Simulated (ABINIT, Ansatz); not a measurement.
# ScHO2 (P6_3/mmc): G0W0 with ABINIT, start to end

Aim: the G0W0 gap of ScHO2 (P6_3/mmc) on PBEsol, step by step.

Method: PBEsol and many-body steps on it, plane waves, in ABINIT 10.8.3.

## (1) Set-up

Symmetry: P6_3/mmc, No. 194, hexagonal system. The conventional cell has a = 3.234 Å, b = 3.234 Å, c = 9.062 Å, α = 90.00°, β = 90.00°, γ = 120.00°. Nearest to Sc lie 6 O at 2.14 Å. H has 2 O at 1.22 Å nearest. O has 1 H at 1.22 Å and 3 Sc at 2.14 Å nearest. Farther neighbours and most contacts between anions are not listed.

The cell and positions are those that the Materials Project relaxed with its own functionals (PBE, PBE+U or r2SCAN), kept fixed.

## (2) Ground state

This step: ABINIT 10.8.3; DFT, PBEsol, plane waves, norm-conserving pseudopotentials.

The ground-state density comes first.

run.abi reads:

```
acell 3*1.0 Angstrom
rprim 
  3.233532062406 -0.000000000001 0.000000000000
  -1.616766031202 2.800320909996 0.000000000000
  0.000000000000 0.000000000000 9.062126000000
ntypat 3
znucl 21 1 8
natom 8
typat 1 1 2 2 3 3 3 3
xred 
  0.000000000000 0.000000000000 0.500000000000
  0.000000000000 0.000000000000 0.000000000000
  0.666666666667 0.333333333333 0.750000000000
  0.333333333333 0.666666666667 0.250000000000
  0.666666666667 0.333333333333 0.615588000000
  0.666666666667 0.333333333333 0.884412000000
  0.333333333333 0.666666666667 0.115588000000
  0.333333333333 0.666666666667 0.384412000000
pp_dirpath "pseudos"
pseudos "Sc.upf, H.upf, O.upf"
ecut 36
ngkpt 6 6 2
nshiftk 1
shiftk 0 0 0
kptopt 1
chksymbreak 0
nband 32
occopt 1
tolvrs 1e-10
nstep 60
prtwf 0
optforces 0
optstress 0
indata_prefix "in"
outdata_prefix "out"
tmpdata_prefix "tmp"
```

Launch:

```
$ OMP_NUM_THREADS=1 mpirun -n 4 abinit run.abi > log
```

Numbers of over 12 decimals in the logs are rounded to 6 here.

The log of the run:

```text
.Version 10.8.3 of ABINIT. v10.8.2 released Aug 2026.

 Symmetries : space group P6_3/m m c (#194); Bravais hP (primitive hexag.)
================================================================================
 Values of the parameters that define the memory need of the present run
     intxc =       0    ionmov =       0      iscf =       7    lmnmax =       6
     lnmax =       6     mgfft =      96  mpssoang =       3    mqgrid =    4626
     natom =       8  nloc_mem =       1    nspden =       1   nspinor =       1
    nsppol =       1      nsym =      24    n1xccc =    2501    ntypat =       3
    occopt =       1   xclevel =       2
-    mband =          32        mffmem =           1         mkmem =           4
       mpw =        5730          nfft =      124416          nkpt =          14
================================================================================
  Rough estimation (10% accuracy) of disk space for files :
================================================================================

--------------------------------------------------------------------------------
------------- Echo of variables that govern the present computation ------------
--------------------------------------------------------------------------------
 -outvars: echo values of preprocessed input variables --------
            acell      1.8897261259E+00  1.8897261259E+00  1.8897261259E+00 Bohr

      chksymbreak           0
             ecut      3.60000000E+01 Hartree
-          fftalg         312

              ixc     -116133
              kpt      0.00000000E+00  0.00000000E+00  0.00000000E+00
                       1.66666667E-01  0.00000000E+00  0.00000000E+00
                       3.33333333E-01  0.00000000E+00  0.00000000E+00
                       5.00000000E-01  0.00000000E+00  0.00000000E+00
                       1.66666667E-01  1.66666667E-01  0.00000000E+00
                       3.33333333E-01  1.66666667E-01  0.00000000E+00
                       3.33333333E-01  3.33333333E-01  0.00000000E+00
                       0.00000000E+00  0.00000000E+00  5.00000000E-01
                       1.66666667E-01  0.00000000E+00  5.00000000E-01
                       3.33333333E-01  0.00000000E+00  5.00000000E-01
                       5.00000000E-01  0.00000000E+00  5.00000000E-01
[...]
kptrlatt        6    0    0      0    6    0      0    0    2
          kptrlen      3.42498725E+01
P           mkmem           4
            natom           8
            nband          32
            ngfft          36      36      96
             nkpt          14
            nstep          60
             nsym          24
           ntypat           3
              occ      2.000000  2.000000  2.000000  2.000000  2.000000  2.000000
                       2.000000  2.000000  2.000000  2.000000  2.000000  2.000000
                       2.000000  2.000000  2.000000  2.000000  2.000000  2.000000
                       2.000000  2.000000  2.000000  2.000000  2.000000  2.000000
                       0.000000  0.000000  0.000000  0.000000  0.000000  0.000000
                       0.000000  0.000000
        optforces           0
        optstress           0
            prtwf           0
            rprim      3.2335320624E+00 -1.0000000000E-12  0.0000000000E+00
[...]
spgroup         194

           tolvrs      1.00000000E-10

             xred      0.0000000000E+00  0.0000000000E+00  5.0000000000E-01
[...]
znucl       21.00000    1.00000    8.00000

================================================================================

 chkinp: Checking input parameters for consistency.

================================================================================
== DATASET  1 ==================================================================
-   mpi_nproc: 4, omp_nthreads: 1 (-1 if OMP is not activated)

--- !DatasetInfo
iteration_state: {dtset: 1, }
dimensions: {natom: 8, nkpt: 14, mband: 32, nsppol: 1, nspinor: 1, nspden: 1, mpw: 5730, }
cutoff_energies: {ecut:  36.0, pawecutdg:  -1.0, }
electrons: {nelect:   4.80000000E+01, charge:   0.00000000E+00, occopt:   1.00000000E+00, tsmear:   1.00000000E-02, }

 Real(R)+Recip(G) space primitive vectors, cartesian coordinates (Bohr,Bohr^-1):
 R(1)=  6.1104900  0.0000000  0.0000000  G(1)=  0.1636530  0.0944851  0.0000000
 R(2)= -3.0552450  5.2918396  0.0000000  G(2)=  0.0000000  0.1889702  0.0000000
 R(3)=  0.0000000  0.0000000 17.1249363  G(3)=  0.0000000  0.0000000  0.0583944
 Unit cell volume ucvol=  5.5374737E+02 bohr^3
 Angles (23,13,12)=  9.00000000E+01  9.00000000E+01  1.20000000E+02 degrees

 getcut: wavevector=  0.0000  0.0000  0.0000  ngfft=  36  36  96
         ecut(hartree)=     36.000   => boxcut(ratio)=   2.07552

--- Pseudopotential description ------------------------------------------------
- Sc Generated using ONCVPSP code by D. R. Hamann
- 21.00000  11.00000  180301                  znucl, zion, pspdat
12 -116133 2 -1 1642                          pspcod,pspxc,lmax,lloc,mmax
     nproj     2     2     2
  pspatm : epsatm=   13.58981452
         --- l  ekb(1:nproj) -->
[...]
pspatm: atomic psp has been read  and splines computed

- H Generated using ONCVPSP code by D. R. Hamann
[...]
pspatm: atomic psp has been read  and splines computed

- O Generated using ONCVPSP code by D. R. Hamann
-  8.00000   6.00000  180301                  znucl, zion, pspdat
12 -116133 2 -1 936                           pspcod,pspxc,lmax,lloc,mmax
     nproj     2     2     1
  pspatm : epsatm=    6.22910120
         --- l  ekb(1:nproj) -->
[...]
2   -1.335834
 pspatm: atomic psp has been read  and splines computed

   2.53477158E+03                                ecore*ucvol(ha*bohr**3)
--------------------------------------------------------------------------------

_setup2: Arith. and geom. avg. npw (full set) are    5712.792    5712.784

================================================================================

--- !BeginCycle
iteration_state: {dtset: 1, }
solver: {iscf: 7, nstep: 60, nline: 4, wfoptalg: 0, }
tolerances: {tolvrs: 1.00E-10, }

     iter   Etot(hartree)      deltaE(h)  residm     vres2
 ETOT  1  -163.61917315036    -1.636E+02 1.080E-01 1.651E+03
 ETOT  2  -162.62847170729     9.907E-01 6.301E-02 5.800E+03
 ETOT  3  -164.17525643005    -1.547E+00 1.206E-02 8.806E+01
 ETOT  4  -164.18953249233    -1.428E-02 9.196E-03 2.326E+01
 ETOT  5  -164.19358640098    -4.054E-03 4.994E-03 9.156E-01
 ETOT  6  -164.19386424776    -2.778E-04 2.867E-03 7.006E-02
 ETOT  7  -164.19387921651    -1.497E-05 1.554E-03 5.800E-03
 ETOT  8  -164.19388024577    -1.029E-06 1.565E-03 8.292E-04
 ETOT  9  -164.19388035549    -1.097E-07 4.869E-04 2.526E-05
 ETOT 10  -164.19388035986    -4.375E-09 7.770E-04 1.566E-06
 ETOT 11  -164.19388036011    -2.500E-10 6.759E-04 7.381E-09
 ETOT 12  -164.19388036012    -4.206E-12 7.145E-04 1.311E-09
 ETOT 13  -164.19388036012    -2.728E-12 1.043E-03 1.317E-10
 ETOT 14  -164.19388036012     2.444E-12 9.903E-04 4.243E-12

 At SCF step   14       vres2   =  4.24E-12 < tolvrs=  1.00E-10 =>converged.

--- !ResultsGS
iteration_state: {dtset: 1, }
comment   : Summary of ground state results
lattice_vectors:
- [  6.1104900,  -0.0000000,   0.0000000, ]
- [ -3.0552450,   5.2918396,   0.0000000, ]
- [  0.0000000,   0.0000000,  17.1249363, ]
lattice_lengths: [   6.11049,    6.11049,   17.12494, ]
lattice_angles: [ 90.000,  90.000, 120.000, ] # degrees, (23, 13, 12)
lattice_volume:   5.5374737E+02
convergence: {deltae:  2.444E-12, res2:  4.243E-12, residm:  9.903E-04, diffor:  0.000E+00, }
etotal    :  -1.64193880E+02
entropy   :   0.00000000E+00
fermie    :   1.16128286E-01
cartesian_stress_tensor: null
pressure_GPa: null
xred      :
- [  0.0000E+00,   0.0000E+00,   5.0000E-01, Sc]
- [  0.0000E+00,   0.0000E+00,   5.5511E-17, Sc]
- [  6.6667E-01,   3.3333E-01,   7.5000E-01,  H]
- [  3.3333E-01,   6.6667E-01,   2.5000E-01,  H]
- [  6.6667E-01,   3.3333E-01,   6.1559E-01,  O]
- [  6.6667E-01,   3.3333E-01,   8.8441E-01,  O]
- [  3.3333E-01,   6.6667E-01,   1.1559E-01,  O]
- [  3.3333E-01,   6.6667E-01,   3.8441E-01,  O]
cartesian_forces: null
force_length_stats: {min: null, max: null, mean: null, }

 Integrated electronic density in atomic spheres:
 ------------------------------------------------
 Atom  Sphere_radius  Integrated_density
[...]
================================================================================

 ----iterations are completed or convergence reached----

 Mean square residual over all n,k,spin=   37.848E-07; max=  99.031E-05
 reduced coordinates (array xred) for    8 atoms
[...]
0.333333333333      0.666666666667      0.250000000000
       0.666666666667      0.333333333333      0.615588000000
       0.666666666667      0.333333333333      0.884412000000
       0.333333333333      0.666666666667      0.115588000000
       0.333333333333      0.666666666667      0.384412000000
 rms dE/dt=  0.0000E+00; max dE/dt=  0.0000E+00; dE/dt below (all hartree)
    1       0.000000000000      0.000000000000      0.000000000000
    2       0.000000000000      0.000000000000      0.000000000000
    3       0.000000000000      0.000000000000      0.000000000000
    4       0.000000000000      0.000000000000      0.000000000000
    5       0.000000000000      0.000000000000      0.000000000000
    6       0.000000000000      0.000000000000      0.000000000000
    7       0.000000000000      0.000000000000      0.000000000000
    8       0.000000000000      0.000000000000      0.000000000000

 cartesian coordinates (angstrom) at end:
    1      0.000000     0.000000     4.531063
    2      0.000000     0.000000     0.000000
    3      1.616766     0.933440     6.796595
    4      6.7e-13     1.866881     2.265531
    5      1.616766     0.933440     5.578536
    6      1.616766     0.933440     8.014653
    7      6.7e-13     1.866881     1.047473
    8      6.7e-13     1.866881     3.483590
 length scales=  1.889726125908  1.889726125908  1.889726125908 bohr
              =  1.000000000000  1.000000000000  1.000000000000 angstroms
 prteigrs : about to open file out_EIG
 Fermi (or HOMO) energy (hartree) =   0.11613   Average Vxc (hartree)=  -0.38396
 Eigenvalues (hartree) for nkpt=  14  k points:
 kpt#   1, nband= 32, wtk=  0.01389, kpt=  0.0000  0.0000  0.0000 (reduced coord)
  -1.61588   -1.61587   -0.83966   -0.83895   -0.82652   -0.82652   -0.82651   -0.82651
  -0.52451   -0.49394   -0.48272   -0.44273   -0.11871   -0.05206    0.02052    0.02472
   0.02472    0.03484    0.03484    0.09610    0.09610    0.11108    0.11263    0.11263
   0.28436    0.29167    0.29167    0.29465    0.29465    0.32441    0.33813    0.37743
 prteigrs : prtvol=0 or 1, do not print more k-points.

--- !EnergyTerms
iteration_state     : {dtset: 1, }
comment             : Components of total free energy in Hartree
kinetic             :  8.02112432457286E+01
hartree             :  4.40178647096224E+01
xc                  : -3.33230927710097E+01
Ewald energy        : -1.07875849477240E+02
psp_core            :  4.57748737721247E+00
local_psp           : -1.46101590503293E+02
non_local_psp       : -5.69994294113949E+00
total_energy        : -1.64193880360118E+02
total_energy_eV     : -4.46794309770557E+03
band_energy         : -1.95370940233860E+01

== END DATASET(S) ==============================================================
================================================================================

 -outvars: echo values of variables after computation  --------
           etotal     -1.6419388036E+02
            nband          32
             nkpt          14
          spgroup         194
 [... the other variables as echoed above ...]

 Calculation completed.
```

It took 41 s on 4 MPI ranks of Arm Neoverse V1, shared host; peak memory 0.38 GiB.

Numbers from this step:

- total energy: -4467.9431 eV
- gap: 3.692 eV
- k of the valence top: 0.1667, 0, 0
- k of the conduction bottom: 0.5, 0, 0
- least direct gap: 4.082 eV

The gap is indirect, with the least direct gap 0.39 eV higher.

(Continued in part 2 of 3.)

[Paths, hosts, dates, memory and timing lines, banners, echoed tables and standing remarks are left out of the program output.]

[Logs are printed without paths, hosts, clocks, repeated set-up lines and the standing remarks that a program may print on its own settings, such as how far it seeks lower states.]

[Runs of the session that timed out or met a known fault of the program may be left out.]

[Hosts, paths, dates, database ids (printed as entryN), source tags and the programs' standing remarks are cut or masked in the printed files.]

[G0W0 gaps are taken among the corrected bands and points alone; a level outside them can change the order at an edge.]

[Where Ansatz stands beside ABINIT at settings called matched, ABINIT's density can come from a denser mesh and the files from another edition; pairs whose starting gaps differed by over 0.03 eV were left out, so agreement reads better than it is.]
